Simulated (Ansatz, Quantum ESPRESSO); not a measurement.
# Re(0001), 6 layers: vacuum level and surface dipole, part 3 of 6

Wanted: work functions and the surface dipole of Re(0001), 6 layers at several levels, with their cost.

Quantum ESPRESSO 7.5; plane-wave DFT, PBE, GBRV ultrasoft pseudopotentials; geometry and cross-check by Ansatz 0.2.0 with PAW datasets.

So far. Step 4 (Potential by pp.x): The vacuum is flat to 0.6 meV/Å, so its level is well defined. Inside the slab the curve depends on the local part of the pseudopotentials; only the vacuum level has a meaning of its own. Step 5 (Macroscopic average): Where the running mean is not flat inside, average.x's window, rounded to the grid, doesn't match the spacings there.

## Step 6: Density by pp.x

The density shows how far the electrons spill into the vacuum.

rho.in

```
&inputpp
  prefix = 'scf'
  outdir = './out'
  filplot = 'rho.dat'
  plot_num = 0
/
```

Launch:

```sh
> OMP_NUM_THREADS=1 mpirun -n 4 pp.x -in rho.in > rho.out
```

The program printed:

```text
[banner, memory and clock lines left out]
Program POST-PROC v.7.5 starts

          URL

     ./out/scf.save/

     IMPORTANT: XC functional enforced from input :
     Exchange-correlation= PBE
                           (   1   4   3   4   0   0   0)
     Any further DFT definition will be discarded
     Please, verify this is what you really want

     negative rho (up, down):  7.955E-01 0.000E+00

     Calling punch_plot, plot_num =   0
     Writing data to file  rho.dat
     Message from routine chdens:
     namelist plot not found or invalid, exiting
```

It took 3.1 s on 4 MPI ranks of Intel Xeon Platinum 8488C (Sapphire Rapids), shared host; peak memory 0.17 GiB; 7.5 s of CPU time.

Numbers from this step:

- electrons by integration: 90.00 e

The valence density, planar mean oscillates, so the rows of the table below give means over windows of 1 Å about each position, cut where the curve ends. Its maxima inside the range that stand out by 2 % of the span (Å: e/Å³): 7.8: 1.67, 8.3: 1.67, 10.0: 1.66, 10.4: 1.66, 12.2: 1.67, 12.7: 1.67, 14.5: 1.67, 14.9: 1.67, 16.7: 1.66, 17.2: 1.66, 18.9: 1.67, 19.3: 1.67. Its minima: 8.0: 1.58, 9.0: 0.445, 10.2: 1.59, 11.3: 0.335, 12.4: 1.58, 13.6: 0.382, 14.7: 1.58, 15.8: 0.335, 17.0: 1.59, 18.1: 0.445, 19.1: 1.58.

Mean over planes. Table of valence density, planar mean by z; means over each step:

```
z (Å)  valence density, planar mean (e/Å³)
    4                               1.4e-4
    5                              0.00172
    6                               0.0213
    7                                0.328
    8                                 1.53
    9                                0.622
   10                                 1.49
   11                                0.624
   12                                 1.13
   13                                 1.04
   14                                0.863
   15                                 1.31
   16                                0.494
   17                                 1.53
   18                                0.622
   19                                 1.49
   20                                0.503
   21                               0.0304
   22                              0.00245
   23                               2.0e-4
   24                               1.7e-5
```

Valence density in the ca plane at fractional y = 0.000, with atoms of Re within 0.2 Å of it. It is the smooth field of the valence electrons, not physical close to the nuclei.

Values in e/Å³, 5 rows by 16 columns, each cell a mean:
```
0.4 2.7 3.7 0.4 0.4 0.6 4.2 2.0 0.4 0.4 2.7 3.7 0.2 0.0 0.0 0.0
0.7 0.7 1.0 0.4 0.9 0.4 1.1 0.5 0.6 0.7 0.7 0.9 0.1 0.0 0.0 0.0
0.9 0.4 0.4 0.4 1.3 0.4 0.4 0.3 0.9 0.9 0.4 0.4 0.1 0.0 0.0 0.0
0.6 1.3 2.1 0.4 0.6 0.5 2.4 0.9 0.5 0.6 1.3 2.1 0.1 0.0 0.0 0.0
0.4 3.0 2.5 0.5 0.4 0.7 2.7 2.6 0.3 0.4 3.0 2.6 0.2 0.0 0.0 0.0
```
Columns run along c (16.0 Å, from fractional 0.30 to 0.89 of the cell), rows up along a (2.8 Å). Atoms in or near the plane, at fractional coordinates: Re at (0.37, 0.00), Re at (0.54, 0.00), Re at (0.70, 0.00).

The density integrates to 90.000 electrons, as the 90 of the input ask.

## Step 7: Projected density of states

Projections on atomic orbitals tell which layers and orbitals hold the states near the zero of energy.

pdos.in

```
&projwfc
  prefix = 'scf'
  outdir = './out'
  filpdos = 'pdos'
  Emin = 1.544
  Emax = 13.544
  DeltaE = 0.1
  ngauss = 0
  degauss = 0.01
/
```

Launch:

```sh
> OMP_NUM_THREADS=1 mpirun -n 4 projwfc.x -in pdos.in > pdos.out
```

The program printed:

```text
[banner, memory and clock lines left out]
Program PROJWFC v.7.5 starts

          URL

     ./out/scf.save/

     IMPORTANT: XC functional enforced from input :
     Exchange-correlation= PBE
                           (   1   4   3   4   0   0   0)
     Any further DFT definition will be discarded
     Please, verify this is what you really want

     negative rho (up, down):  7.955E-01 0.000E+00

     Gaussian broadening (read from input): ngauss,degauss=   0    0.010000

     Calling projwave ....
     one sub-group per band group will be used

     linear algebra parallelized on   4 procs

  Problem Sizes
  natomwfc =           78
  nx       =           39
  nbnd     =           54
  nkstot   =           19
  npwx     =         1320
  nkb      =          192

     Atomic states used for projection
     (read from pseudopotential files):

     state #   1: atom   1 (Re ), wfc  1 (l=0 m= 1)
     state #   2: atom   1 (Re ), wfc  2 (l=1 m= 1)
     state #   3: atom   1 (Re ), wfc  2 (l=1 m= 2)
     state #   4: atom   1 (Re ), wfc  2 (l=1 m= 3)
     state #   5: atom   1 (Re ), wfc  3 (l=2 m= 1)
     state #   6: atom   1 (Re ), wfc  3 (l=2 m= 2)
     state #   7: atom   1 (Re ), wfc  3 (l=2 m= 3)
     state #   8: atom   1 (Re ), wfc  3 (l=2 m= 4)
     state #   9: atom   1 (Re ), wfc  3 (l=2 m= 5)
     state #  10: atom   1 (Re ), wfc  4 (l=0 m= 1)
     state #  11: atom   1 (Re ), wfc  5 (l=1 m= 1)
     state #  12: atom   1 (Re ), wfc  5 (l=1 m= 2)
     state #  13: atom   1 (Re ), wfc  5 (l=1 m= 3)
     state #  14: atom   2 (Re ), wfc  1 (l=0 m= 1)
     state #  15: atom   2 (Re ), wfc  2 (l=1 m= 1)
     state #  16: atom   2 (Re ), wfc  2 (l=1 m= 2)
     state #  17: atom   2 (Re ), wfc  2 (l=1 m= 3)
     state #  18: atom   2 (Re ), wfc  3 (l=2 m= 1)
     state #  19: atom   2 (Re ), wfc  3 (l=2 m= 2)
     state #  20: atom   2 (Re ), wfc  3 (l=2 m= 3)
     state #  21: atom   2 (Re ), wfc  3 (l=2 m= 4)
     state #  22: atom   2 (Re ), wfc  3 (l=2 m= 5)
     state #  23: atom   2 (Re ), wfc  4 (l=0 m= 1)
     state #  24: atom   2 (Re ), wfc  5 (l=1 m= 1)
     state #  25: atom   2 (Re ), wfc  5 (l=1 m= 2)
     state #  26: atom   2 (Re ), wfc  5 (l=1 m= 3)
     state #  27: atom   3 (Re ), wfc  1 (l=0 m= 1)
     state #  28: atom   3 (Re ), wfc  2 (l=1 m= 1)
     state #  29: atom   3 (Re ), wfc  2 (l=1 m= 2)
     state #  30: atom   3 (Re ), wfc  2 (l=1 m= 3)
     state #  31: atom   3 (Re ), wfc  3 (l=2 m= 1)
     state #  32: atom   3 (Re ), wfc  3 (l=2 m= 2)
     state #  33: atom   3 (Re ), wfc  3 (l=2 m= 3)
     state #  34: atom   3 (Re ), wfc  3 (l=2 m= 4)
     state #  35: atom   3 (Re ), wfc  3 (l=2 m= 5)
     state #  36: atom   3 (Re ), wfc  4 (l=0 m= 1)
     state #  37: atom   3 (Re ), wfc  5 (l=1 m= 1)
     state #  38: atom   3 (Re ), wfc  5 (l=1 m= 2)
     state #  39: atom   3 (Re ), wfc  5 (l=1 m= 3)
     state #  40: atom   4 (Re ), wfc  1 (l=0 m= 1)
     state #  41: atom   4 (Re ), wfc  2 (l=1 m= 1)
     state #  42: atom   4 (Re ), wfc  2 (l=1 m= 2)
     state #  43: atom   4 (Re ), wfc  2 (l=1 m= 3)
     state #  44: atom   4 (Re ), wfc  3 (l=2 m= 1)
     state #  45: atom   4 (Re ), wfc  3 (l=2 m= 2)
     state #  46: atom   4 (Re ), wfc  3 (l=2 m= 3)
     state #  47: atom   4 (Re ), wfc  3 (l=2 m= 4)
     state #  48: atom   4 (Re ), wfc  3 (l=2 m= 5)
     state #  49: atom   4 (Re ), wfc  4 (l=0 m= 1)
     state #  50: atom   4 (Re ), wfc  5 (l=1 m= 1)
     state #  51: atom   4 (Re ), wfc  5 (l=1 m= 2)
     state #  52: atom   4 (Re ), wfc  5 (l=1 m= 3)
     state #  53: atom   5 (Re ), wfc  1 (l=0 m= 1)
     state #  54: atom   5 (Re ), wfc  2 (l=1 m= 1)
     state #  55: atom   5 (Re ), wfc  2 (l=1 m= 2)
     state #  56: atom   5 (Re ), wfc  2 (l=1 m= 3)
     state #  57: atom   5 (Re ), wfc  3 (l=2 m= 1)
     state #  58: atom   5 (Re ), wfc  3 (l=2 m= 2)
     state #  59: atom   5 (Re ), wfc  3 (l=2 m= 3)
     state #  60: atom   5 (Re ), wfc  3 (l=2 m= 4)
     state #  61: atom   5 (Re ), wfc  3 (l=2 m= 5)
     state #  62: atom   5 (Re ), wfc  4 (l=0 m= 1)
     state #  63: atom   5 (Re ), wfc  5 (l=1 m= 1)
     state #  64: atom   5 (Re ), wfc  5 (l=1 m= 2)
     state #  65: atom   5 (Re ), wfc  5 (l=1 m= 3)
     state #  66: atom   6 (Re ), wfc  1 (l=0 m= 1)
     state #  67: atom   6 (Re ), wfc  2 (l=1 m= 1)
     state #  68: atom   6 (Re ), wfc  2 (l=1 m= 2)
     state #  69: atom   6 (Re ), wfc  2 (l=1 m= 3)
     state #  70: atom   6 (Re ), wfc  3 (l=2 m= 1)
     state #  71: atom   6 (Re ), wfc  3 (l=2 m= 2)
     state #  72: atom   6 (Re ), wfc  3 (l=2 m= 3)
     state #  73: atom   6 (Re ), wfc  3 (l=2 m= 4)
     state #  74: atom   6 (Re ), wfc  3 (l=2 m= 5)
     state #  75: atom   6 (Re ), wfc  4 (l=0 m= 1)
     state #  76: atom   6 (Re ), wfc  5 (l=1 m= 1)
     state #  77: atom   6 (Re ), wfc  5 (l=1 m= 2)
     state #  78: atom   6 (Re ), wfc  5 (l=1 m= 3)

[... projections of each state ...]
Lowdin Charges:

     Atom #   1: total charge =  14.9707, s =  2.4385,
     Atom #   1: total charge =  14.9707, p =  7.0157, pz=  2.2583, px=  2.3787, py=  2.3787,
     Atom #   1: total charge =  14.9707, d =  5.5165, dz2=  1.0412, dxz=  1.1280, dyz=  1.1280, dx2-y2=  1.1096, dxy=  1.1096,
     Atom #   2: total charge =  14.9904, s =  2.3612,
     Atom #   2: total charge =  14.9904, p =  7.1418, pz=  2.3882, px=  2.3768, py=  2.3768,
     Atom #   2: total charge =  14.9904, d =  5.4873, dz2=  1.1155, dxz=  1.0843, dyz=  1.0843, dx2-y2=  1.1016, dxy=  1.1016,
     Atom #   3: total charge =  14.9815, s =  2.3683,
     Atom #   3: total charge =  14.9815, p =  7.1396, pz=  2.3810, px=  2.3793, py=  2.3793,
     Atom #   3: total charge =  14.9815, d =  5.4736, dz2=  1.1134, dxz=  1.0706, dyz=  1.0706, dx2-y2=  1.1095, dxy=  1.1095,
     Atom #   4: total charge =  14.9815, s =  2.3683,
     Atom #   4: total charge =  14.9815, p =  7.1396, pz=  2.3810, px=  2.3793, py=  2.3793,
     Atom #   4: total charge =  14.9815, d =  5.4736, dz2=  1.1134, dxz=  1.0706, dyz=  1.0706, dx2-y2=  1.1095, dxy=  1.1095,
     Atom #   5: total charge =  14.9904, s =  2.3612,
     Atom #   5: total charge =  14.9904, p =  7.1418, pz=  2.3882, px=  2.3768, py=  2.3768,
     Atom #   5: total charge =  14.9904, d =  5.4873, dz2=  1.1155, dxz=  1.0843, dyz=  1.0843, dx2-y2=  1.1016, dxy=  1.1016,
     Atom #   6: total charge =  14.9707, s =  2.4385,
     Atom #   6: total charge =  14.9707, p =  7.0157, pz=  2.2583, px=  2.3787, py=  2.3787,
     Atom #   6: total charge =  14.9707, d =  5.5165, dz2=  1.0412, dxz=  1.1280, dyz=  1.1280, dx2-y2=  1.1096, dxy=  1.1096,
     Spilling Parameter:   0.0013
```

It took 4 s on 4 MPI ranks; peak memory 0.18 GiB.

Read from the output:

* spilling of the projection: 0.0013

Projected DOS an atom over height of the atomic layer and energy from the Fermi level. Columns are the atomic layers from the bottom up.

Ten even steps from '_' (0.07 states/eV) to '@' (2.30 states/eV), each cell a mean:
```
==::::::::==
--::::::::--
--..::::..--
--::----::--
**==++++==**
##**++++**##
@@**++++**@@
**========**
====++++====
::::::::::::
--========--
--========--
--========--
------------
--==----==--
--==----==--
::==----==::
..::::::::..
__........__
____________
____________
____________
```
Columns: height of the atomic layer (Å) from 8.02 to 19.1; rows upwards: energy from the Fermi level (eV) from -8.00 to 1.50.

The atomic orbitals miss 0.1 % of the occupied states; for empty states the projections can miss much more.

## Step 8: SCF with pw.x: open boundaries by the effective screening medium

The effective screening medium with bc1 puts vacuum on both sides and removes the images along the normal. The slab must sit about z = 0, symmetry is kept, and the .esm1 file holds the planar potential.

esm.in

```
&control
  prefix = 'esm'
  outdir = './out'
  pseudo_dir = './pseudo'
  calculation = 'scf'
  tprnfor = .true.
/
&system
  ibrav = 0
  nat = 6
  ntyp = 1
  ecutwfc = 40
  ecutrho = 200
  occupations = 'smearing'
  smearing = 'mv'
  degauss = 0.02
  assume_isolated = 'esm'
  esm_bc = 'bc1'
/
&electrons
  conv_thr = 1e-07
  mixing_beta = 0.4
  electron_maxstep = 120
  mixing_mode = 'local-TF'
/
ATOMIC_SPECIES
  Re  186.2070  re_pbe_v1.2.uspp.F.UPF
CELL_PARAMETERS angstrom
  2.75999999997399 0.00000000000000 0.00000000000000
  1.37999999998699 2.39023011442253 0.00000000000000
  0.00000000000000 0.00000000000000 27.14350000000000
ATOMIC_POSITIONS crystal
  Re  0.666666666667 0.666666666667 -0.204585848752
  Re  0.000000000000 -0.000000000000 -0.126546047583
  Re  0.666666666667 0.666666666667 -0.041054034810
  Re  0.000000000000 0.000000000000 0.041054020590
  Re  0.666666666667 0.666666666667 0.126546106725
  Re  0.000000000000 -0.000000000000 0.204585848752
K_POINTS automatic
  12 12 1 0 0 0
```

Launch:

```sh
> OMP_NUM_THREADS=1 mpirun -n 4 pw.x -nk 4 -in esm.in > esm.out
```

The program printed:

```text
[banner, memory and clock lines left out]
Program PWSCF v.7.5 starts
[citation notice left out]

[...]
Message from routine setup:
[...]
bravais-lattice index     =            0
     lattice parameter (alat)  =       5.2156  a.u.
     unit-cell volume          =    1208.4015 (a.u.)^3
     number of atoms/cell      =            6
     number of atomic types    =            1
     number of electrons       =        90.00
     number of Kohn-Sham states=           54
     kinetic-energy cutoff     =      40.0000  Ry
     charge density cutoff     =     200.0000  Ry
     scf convergence threshold =      1.0E-07
     mixing beta               =       0.4000
     number of iterations used =            8  local-TF  mixing
     Exchange-correlation= SLA  PW   PBE  PBE
                           (   1   4   3   4   0   0   0)

     Effective Screening Medium Method
     Boundary Conditions: Vacuum-Slab-Vacuum
     total charge in unit cell        =   0.0000
     grid points for fit at edges     =        4

[...]
PseudoPot. # 1 for Re read from file:
     ./pseudo/re_pbe_v1.2.uspp.F.UPF
     Pseudo is Ultrasoft + core correction, Zval = 15.0
     Generated by new atomic code, or converted to UPF format
     Using radial grid of  981 points,  8 beta functions with:
                l(1) =   0
                l(2) =   0
                l(3) =   1
                l(4) =   1
                l(5) =   2
                l(6) =   2
                l(7) =   3
                l(8) =   3
     Q(r) pseudized with  8 coefficients,  rinner =    1.150   1.150   1.150
                                                       1.150   1.150   1.150
                                                       1.150

     atomic species   valence    mass     pseudopotential
     Re               15.00   186.20700     Re( 1.00)

     12 Sym. Ops., with inversion, found ( 6 have fractional translation)

[...]
number of k points=    19  Marzari-Vanderbilt smearing, width (Ry)=  0.0200
[...]
Dense  grid:    57765 G-vectors     FFT dimensions: (  24,  24, 240)

     Smooth grid:    41343 G-vectors     FFT dimensions: (  24,  24, 216)

     Initial potential from superposition of free atoms

     starting charge      86.9997, renormalised to      90.0000

     negative rho (up, down):  7.843E-01 0.000E+00
     Starting wfcs are   78 randomized atomic wfcs

     per-process dynamical memory:    74.8 Mb

     Self-consistent Calculation

     iteration #  1     ecut=    40.00 Ry     beta= 0.40
     Davidson diagonalization with overlap
     ethr =  1.00E-02,  avg # of iterations =  1.8

     Threshold (ethr) on eigenvalues was too large:
     Diagonalizing with lowered threshold

     Davidson diagonalization with overlap
     ethr =  8.00E-04,  avg # of iterations =  4.3

     negative rho (up, down):  7.846E-01 0.000E+00

     total energy              =   -1143.95906916 Ry
     estimated scf accuracy    <       1.13600616 Ry

     iteration #  2     ecut=    40.00 Ry     beta= 0.40
[...]
negative rho (up, down):  7.978E-01 0.000E+00

[...]
total energy              =   -1143.48721720 Ry
     estimated scf accuracy    <       0.66818814 Ry

     iteration #  3     ecut=    40.00 Ry     beta= 0.40
[...]
negative rho (up, down):  8.007E-01 0.000E+00

[...]
total energy              =   -1143.72689643 Ry
     estimated scf accuracy    <       0.03821681 Ry

     iteration #  4     ecut=    40.00 Ry     beta= 0.40
[...]
negative rho (up, down):  7.990E-01 0.000E+00

[...]
total energy              =   -1143.77423508 Ry
     estimated scf accuracy    <       0.00501494 Ry

     iteration #  5     ecut=    40.00 Ry     beta= 0.40
[...]
negative rho (up, down):  7.958E-01 0.000E+00

[...]
total energy              =   -1143.77578451 Ry
     estimated scf accuracy    <       0.00411957 Ry

     iteration #  6     ecut=    40.00 Ry     beta= 0.40
[...]
negative rho (up, down):  7.947E-01 0.000E+00

[...]
total energy              =   -1143.77762833 Ry
     estimated scf accuracy    <       0.00179944 Ry

[...]
iteration # 16     ecut=    40.00 Ry     beta= 0.40
[...]
negative rho (up, down):  7.955E-01 0.000E+00

[...]
total energy              =   -1143.77835579 Ry
     estimated scf accuracy    <       0.00000088 Ry

     iteration # 17     ecut=    40.00 Ry     beta= 0.40
[...]
negative rho (up, down):  7.955E-01 0.000E+00

[...]
total energy              =   -1143.77834316 Ry
     estimated scf accuracy    <       0.00000054 Ry

     iteration # 18     ecut=    40.00 Ry     beta= 0.40
[...]
negative rho (up, down):  7.955E-01 0.000E+00

[...]
total energy              =   -1143.77832515 Ry
     estimated scf accuracy    <       0.00000014 Ry

     iteration # 19     ecut=    40.00 Ry     beta= 0.40
[...]
negative rho (up, down):  7.955E-01 0.000E+00

[...]
End of self-consistent calculation

          k = 0.0000 0.0000 0.0000 (  5095 PWs)   bands (ev):

   -84.8143 -84.7977 -84.7739 -84.7295 -84.6492 -84.6489 -47.2100 -47.1033
   -46.8676 -46.4525 -46.2078 -46.2078 -46.2017 -46.1929 -46.1929 -46.1480
   -46.1480 -46.1008 -46.0761 -46.0761 -45.9744 -45.9744 -45.9739 -45.9739
   -14.4585 -13.7916 -12.7643 -11.7873 -11.4992 -11.4719  -7.3856  -7.0619
    -6.6571  -6.6571  -6.5605  -6.5605  -6.5553  -6.5394  -6.5394  -6.5216
    -6.2577  -6.2577  -6.1406  -5.9806  -5.9806  -5.7869  -5.7869  -4.7456
    -4.2717  -4.2679  -4.2679  -3.6479  -3.6478  -2.8598

          k = 0.0000 0.0962 0.0000 (  5165 PWs)   bands (ev):

   -84.8079 -84.7917 -84.7685 -84.7256 -84.6453 -84.6450 -47.1870 -47.0865
   -46.8629 -46.4761 -46.2796 -46.2675 -46.2266 -46.2106 -46.2075 -46.1882
   -46.1637 -46.1192 -46.1116 -46.0878 -46.0288 -46.0204 -45.9865 -45.9858
   -14.1771 -13.5174 -12.4932 -11.5029 -11.2119 -11.1972  -7.6825  -7.1934
    -7.0223  -6.9956  -6.9699  -6.6341  -6.4896  -6.4400  -6.3454  -6.3103
    -6.2302  -6.1508  -6.0571  -6.0164  -5.7792  -5.7507  -5.5691  -5.0254
    -4.9823  -4.4084  -4.3546  -3.7519  -3.7064  -2.9403

[...]
the Fermi energy is    -4.9625 ev

!    total energy              =   -1143.77832405 Ry
     estimated scf accuracy    <       0.00000001 Ry
     smearing contrib. (-TS)   =       0.00266655 Ry
     internal energy E=F+TS    =   -1143.78099059 Ry

     The total energy is F=E-TS. E is the sum of the following terms:
     one-electron contribution =   36150.15459107 Ry
     hartree contribution      =  -18109.85946637 Ry
     xc contribution           =    -315.32951332 Ry
     ewald contribution        =  -18868.74660196 Ry

     convergence has been achieved in  19 iterations

     negative rho (up, down):  7.955E-01 0.000E+00

     Forces acting on atoms (cartesian axes, Ry/au):

     atom    1 type  1   force =     0.00000000    0.00000000    0.00012834
     atom    2 type  1   force =     0.00000000    0.00000000    0.00072922
     atom    3 type  1   force =     0.00000000   -0.00000000    0.01475745
     atom    4 type  1   force =     0.00000000    0.00000000   -0.01475745
     atom    5 type  1   force =     0.00000000    0.00000000   -0.00072922
     atom    6 type  1   force =     0.00000000    0.00000000   -0.00012834

     Total force =     0.020896     Total SCF correction =     0.000646

[...]
```

The job ended after 2 min (4 MPI ranks; peak memory 0.95 GiB; 7.9 min of CPU time).

Numbers from this step:

| Property | Result |
| --- | --- |
| Fermi energy | -4.963 eV |
| vacuum line at the lower end of the cell, over the Fermi level | 4.963 eV |
| vacuum line at the upper end of the cell, over the Fermi level | 4.962 eV |

The potential energy, planar mean oscillates, so the rows of the table below give means over windows of 2.26 Å about each position, cut where the curve ends. Its maxima inside the range that stand out by 2 % of the span (Å: eV): -4.5: -3.25, -2.3: -1.36, 0.0: -2.05, 2.3: -1.36, 4.5: -3.25. Its minima: -5.4: -14.4, -3.6: -14.6, -1.2: -14.5, 1.2: -14.5, 3.6: -14.6, 5.4: -14.4.

Electrostatic potential energy of an electron; zero at the Fermi level. The potential energy, planar mean by z; means over each step:

```
 z (Å)  potential energy, planar mean (eV)
-12.44                                4.96
-10.18                                4.96
 -7.92                                4.37
 -5.66                               -9.18
 -3.40                               -9.71
 -1.14                               -9.52
  1.12                               -9.53
  3.38                               -9.69
  5.64                               -9.22
  7.90                                4.34
 10.16                                4.96
 12.42                                4.96
```

The vacuum levels are read from the outermost 0.7 Å of the cell on either side.

The run needed 19 iterations to bring the estimated error under 1e-07 Ry; the largest force on any atom, held or free, is 0.38 eV/Å.

The upper level is 4.962 eV against 4.962 eV from the periodic run.

[end of part 3 of 6]

[Logs are printed without paths, hosts, clocks, repeated set-up lines and the standing remarks that a program may print on its own settings, such as how far it seeks lower states.]

[Hosts, paths, dates, database ids (printed as entryN), source tags and the programs' standing remarks are cut or masked in the printed files.]

[Maps of the electrostatic potential energy from Ansatz leave out the sawtooth potential of an applied field or a dipole correction, so their vacuum need not be flat; planar profiles and work functions include it.]
